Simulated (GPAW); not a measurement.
# How the form of the self-energy moves the gap of Cs2AgBiBr6 (Fm-3m)

How much does the gap of Cs2AgBiBr6 (Fm-3m) depend on the approximation to the self-energy?

Method: LDA and many-body steps on it, plane waves, in GPAW 26.7.0.

## 1. The starting structure

The structure is cubic, space group Fm-3m (No. 225). The conventional cell has a = 11.232 Å, b = 11.232 Å, c = 11.232 Å, α = 90.00°, β = 90.00°, γ = 90.00°. Cs has 12 Br at 3.97 Å nearest. Ag has 6 Br at 2.80 Å nearest. Nearest to Bi lie 6 Br at 2.81 Å. Nearest to Br lie 1 Ag at 2.80 Å and 1 Bi at 2.81 Å and 4 Cs at 3.97 Å. Farther neighbours and most contacts between anions are not listed.

Structure file:

```xyz
10
Lattice="0.0000 5.6161 5.6161 5.6161 0.0000 5.6161 5.6161 5.6161 0.0000" Properties=species:S:1:pos:R:3 pbc="T T T"
Cs    2.8081    2.8081    2.8081
Cs    8.4242    8.4242    8.4242
Ag    5.6161    5.6161    5.6161
Bi    0.0000    0.0000    0.0000
Br    5.6161    2.8142    5.6161
Br    8.4180    5.6161    5.6161
Br    5.6161    8.4180    5.6161
Br    2.8142    5.6161    5.6161
Br    5.6161    5.6161    2.8142
Br    5.6161    5.6161    8.4180
```

The cell and positions come from the Crystallography Open Database and are kept as given unless a step says otherwise. Spin-orbit coupling is left out unless a step names it.

## 2. Empty states on the mesh, 2×2×2 mesh, 1202 bands

This step: GPAW 26.7.0; DFT, LDA, plane waves, PAW.

The sums over transitions need many empty states on a uniform mesh; this step solves for them.

run.py reads:

```python
import json
import numpy as np
from gpaw.mpi import world
from gpaw import GPAW

calc = GPAW('gs.gpw').fixed_density(kpts={'size': (2, 2, 2), 'gamma': True},
    parallel={'domain': 1, 'band': 1},
    txt='nscf.txt')
calc.diagonalize_full_hamiltonian(nbands=1202)
calc.write('full.gpw', mode='all')
res = {}
kpts = calc.get_ibz_k_points()
res['kpts'] = kpts
res['eigenvalues'] = [calc.get_eigenvalues(kpt=k) for k in range(len(kpts))]
res['n_electrons'] = calc.get_number_of_electrons()

if world.rank == 0:
    with open('result.json', 'w') as f:
        json.dump(res, f, default=lambda x: x.tolist())
```

On the command line:

```console
mpirun -n 3 gpaw python run.py
```

Numbers of over 12 decimals in the logs are rounded to 6 here.

The log of the run:

```text
Diagonalizing LCAO Hamiltonian
Converting LCAO to pw mode
convergence criteria:
- Maximum integral of absolute [eigenst]ate change: 4e-08 eV^2 / valence electron
maximum number of iterations: 100

SCF iterations
|iter     |     time |      energy | eigst |  dens |
|iter:   1|  |             | +0.08 |       |
|iter:   2|  |             | -0.59 |       |
|iter:   3|  |             | -1.33 |       |
[...]
|iter:  33|  |             | -7.08 |       |
|iter:  34|  |             | -7.36 |       |
|iter:  35|  |             | -7.67c|       |
SCF steps: 35
  __  _  _
 | _ |_)|_||  |
 |__||  | ||/\| - 26.7.0

Input parameters:
  mode=PW(ecut=450.000000),
  convergence={'density': 1e-06, 'bands': -3},
  gpts=array([40, 40, 40]),
  kpts=MonkhorstPack(size=(2, 2, 2), gamma=True),
  maxiter=100,
  nbands=57,
  occupations=Occupations(name='fermi-dirac', width=0.001, fixmagmom=False),
  parallel={'domain': 1, 'band': 1},
  xc=XC(name='LDA')
Matrix size: 7727x7727
# Writing to full.gpw (mode='all')
  [... matrices ...]

timing:  # [seconds]
  Total: 458.856  # ━━━━━━━━━━━━━━━━━━━━━━━━━━━━━━━━━━━━━━━━━━━━━━━━━━━━━━━━━
```

Run time: 8.2 min. Hardware: 3 MPI ranks of Arm Neoverse V1, shared host; peak memory 12 GiB.

This step gave:

* gap: 1.078 eV
* k of the valence top: 0.5, 0.5, 0
* k of the conduction bottom: 0.5, 0.5, 0.5
* least direct gap: 2.347 eV
* k points computed: 3
* lowest point of the top converged band, above the valence top: 119.9510 eV

On this mesh the gap is 1.078 eV.

## 3. G0W0, Godby-Needs plasmon pole

G0W0 replaces the xc potential by the self-energy, built once from these orbitals. Only a window of levels is corrected, while the sums run over the empty bands that the input names.

This step: G0W0 on LDA, plane waves, PAW.

run.py reads:

```python
import json
import numpy as np
from gpaw.mpi import world
from gpaw.response.g0w0 import G0W0

gw = G0W0('full.gpw',
    filename='gw',
    kpts=[0, 1, 2],
    bands=(44, 48),
    ecut=78,
    nbands=554,
    integrate_gamma='WS',
    ppa=True)
gw.calculate()
res = {mode: {k: v for k, v in r.items() if k != 'sigma_eskwn'}
       for mode, r in gw.all_results.items()}

if world.rank == 0:
    with open('result.json', 'w') as f:
        json.dump(res, f, default=lambda x: x.tolist())
```

On the command line:

```console
mpirun -n 8 gpaw python run.py
```

The log of the run:

```text
Using integrator: PointIntegrator
FrequencyGridDescriptor(from 0.000+0.000j to 0.000+27.211j eV, 2 points)
Nonperiodic BCs:  [False False False]
Using integrator: PointIntegrator
FrequencyGridDescriptor(from 0.000+0.000j to 0.000+27.211j eV, 2 points)
Nonperiodic BCs:  [False False False]
  ___  _ _ _
 |   || | | |
 | | || | | |
 |__ ||_____|
 |___|

BZ k-points: Symmetries present (total): 48

  [... matrices ...]
8 k-points: 2 x 2 x 2 Monkhorst-Pack grid + [1/4,1/4,1/4]
3 k-points in the irreducible part of the Brillouin zone
       k-points in crystal coordinates                weights
   0:     0.00000000    0.00000000    0.00000000          1/8
   1:     0.50000000    0.50000000    0.00000000          3/8
   2:     0.50000000    0.50000000    0.50000000          4/8

Distributing spins, k-points and bands (1 x 3 x 4) over 8 processes
Number of blocks: 1

Quasi particle states:
k-points (IBZ indices): [0, 1, 2]
Band range: (44, 48)
  [... matrices ...]
Computational parameters:
Plane wave cut-off: 78 eV
Number of bands: 554
Coulomb cutoff: None
Broadening: 0.1 eV

fxc modes: GW
Kernel: RPA
Using Godby-Needs plasmon-pole approximation:
  Fitting energy: i*E0, E0 = 1.000 Hartree
Summing all q:

Calculating screened Coulomb potential
No Coulomb truncation
FrequencyGridDescriptor(from 0.000+0.000j to 0.000+27.211j eV, 2 points)
Removing empty qpoint cache files...

Calculating chi0 body with:
    Ground state adapter containing:
    Number of spins: 1
    Number of kpoints: 8
    Number of irreducible kpoints: 3
    Number of completely occupied states: 46
    Number of partially occupied states: 46
    Occupied states memory: 44.921875 M / cpu

    Linear response parametrization:
    q_c: [0.0, 0.0, 0.0]
    Number of frequency points: 2
    Planewave cutoff: 78.0
    Number of bands: 554
    Number of planewaves: 537
    Broadening (eta): 1e-06
    comm.size: 8
    kncomm.size: 8
    blockcomm.size: 1

    Memory estimate of potentially large arrays:
        chi0_wGG: 8.800323 M / cpu
Integrating chi0 body.

Symmetries of q_c:
    Direct symmetries (Uq -> q): 48
    Indirect symmetries (TUq -> q): 0
In total 48 allowed symmetries.

  [... matrices ...]
3 groups of equivalent kpoints. 62.5% reduction.

Integral kind: response function
Integrating chi0 head and wings.

Symmetries of q_c:
    Direct symmetries (Uq -> q): 48
    Indirect symmetries (TUq -> q): 0
In total 48 allowed symmetries.

  [... matrices ...]
3 groups of equivalent kpoints. 62.5% reduction.

Integral kind: response function wings

Calculating chi0 body with:
    Ground state adapter containing:
    Number of spins: 1
    Number of kpoints: 8
    Number of irreducible kpoints: 3
    Number of completely occupied states: 46
    Number of partially occupied states: 46
    Occupied states memory: 44.921875 M / cpu

    Linear response parametrization:
[... the further q-points ...]

Results:
f:      Occupation numbers
eps:     KS-eigenvalues [eV]
vxc:     KS vxc [eV]
exx:     Exact exchange [eV]
sigma:   Self-energies [eV]
dsigma:  Self-energy derivatives
Z:       Renormalization factors
qp:      QP-energies [eV]

k-point 0 (0): (0.000, 0.000, 0.000)                GW
band       f     eps     vxc     exx   sigma  dsigma       Z      qp
                                                                   GW
  44   1.000   1.848 -22.808 -26.454   3.308  -0.283   0.779   1.585
  45   1.000   1.848 -22.808 -26.454   3.308  -0.283   0.779   1.585
  46   0.000   4.689 -13.737  -9.546  -3.069  -0.233   0.811   5.599
  47   0.000   4.689 -13.737  -9.546  -3.069  -0.233   0.811   5.599

k-point 1 (1): (0.500, 0.500, 0.000)                GW
band       f     eps     vxc     exx   sigma  dsigma       Z      qp
                                                                   GW
  44   1.000   1.842 -22.808 -26.465   3.316  -0.284   0.779   1.576
  45   1.000   2.545 -21.635 -24.175   2.455  -0.264   0.791   2.478
[...]
k-point 2 (2): (0.500, 0.500, 0.500)                GW
band       f     eps     vxc     exx   sigma  dsigma       Z      qp
                                                                   GW
[...]
45   1.000   1.276 -19.092 -22.831   3.072  -0.291   0.775   0.759
  46   0.000   3.623 -14.226 -10.043  -3.030  -0.229   0.813   4.561
  47   0.000   6.155 -16.989 -12.667  -2.966  -0.274   0.785   7.219
```

The job ended after 3.8 min (8 MPI ranks; peak memory 9.3 GiB; 30 min of CPU time).

Numbers from this step:

| Item | Value |
| --- | --- |
| G0W0 gap on the points computed | 2.083 eV |
| least direct G0W0 gap on the computed points | 3.721 eV |
| Z at the valence top | 0.7914 |
| Z at the conduction bottom | 0.8135 |
| starting gap on the mesh | 1.078 eV |
| k of the valence top | 0.5, 0.5, 0 |
| k of the conduction bottom | 0.5, 0.5, 0.5 |

The gap on the mesh goes from 1.08 eV to 2.08 eV, a correction of +1.00 eV.

## 4. One-shot HSE06

This step: one-shot HSE06 levels on LDA orbitals, plane waves, PAW.

run.py reads:

```python
import json
import numpy as np
from gpaw.mpi import world
from gpaw.hybrids.eigenvalues import non_self_consistent_eigenvalues

dft, vxc, vxc_hyb = non_self_consistent_eigenvalues('full.gpw', 'HSE06', 44, 48, kpt_indices=[0, 1, 2])
res = {'dft': dft[0], 'hybrid': (dft - vxc + vxc_hyb)[0]}
if world.rank == 0:
    with open('hybrid.txt', 'w') as f:
        for k, e0, e1 in zip([0, 1, 2], res['dft'], res['hybrid']):
            print(k, ' '.join(f'{x:9.4f}' for x in e0), '|', ' '.join(f'{x:9.4f}' for x in e1), file=f)

if world.rank == 0:
    with open('result.json', 'w') as f:
        json.dump(res, f, default=lambda x: x.tolist())
```

On the command line:

```console
mpirun -n 8 gpaw python run.py
```

The log of the run:

```text
IBZ(<points: 3, symmetries: 48>)
Occupied bands: 46
Transforming wave functions from IBZ to BZ: 0.059 seconds
Distributing wave functions and iFFT-ing to real space: 0.085 seconds
Calculating eigenvalues:
  k-points: 3
  Bands: 44-47 (inclusive)
  Seconds: 1.540 (wave-function broadcasting: 0.055 seconds)
HSE06-eigenvalue shifts:
  min: -0.741 eV
  ave: 0.016 eV
  max: 0.723 eV
```

Wall time 5.4 s (8 MPI ranks); peak memory 2.1 GiB; 43 s of CPU time.

This step gave:

```
starting gap on the mesh                       : 1.078 eV
hybrid gap on the mesh                         : 2.236 eV
least direct hybrid gap on the computed points : 3.775 eV
```

(Continued in part 2 of 2.)

[Paths, hosts, dates, memory and timing lines, banners, echoed tables and standing remarks are left out of the program output.]

[Logs are printed without paths, hosts, clocks, repeated set-up lines and the standing remarks that a program may print on its own settings, such as how far it seeks lower states.]

[Runs of the session that timed out or met a known fault of the program may be left out.]

[Hosts, paths, dates, database ids (printed as entryN), source tags and the programs' standing remarks are cut or masked in the printed files.]
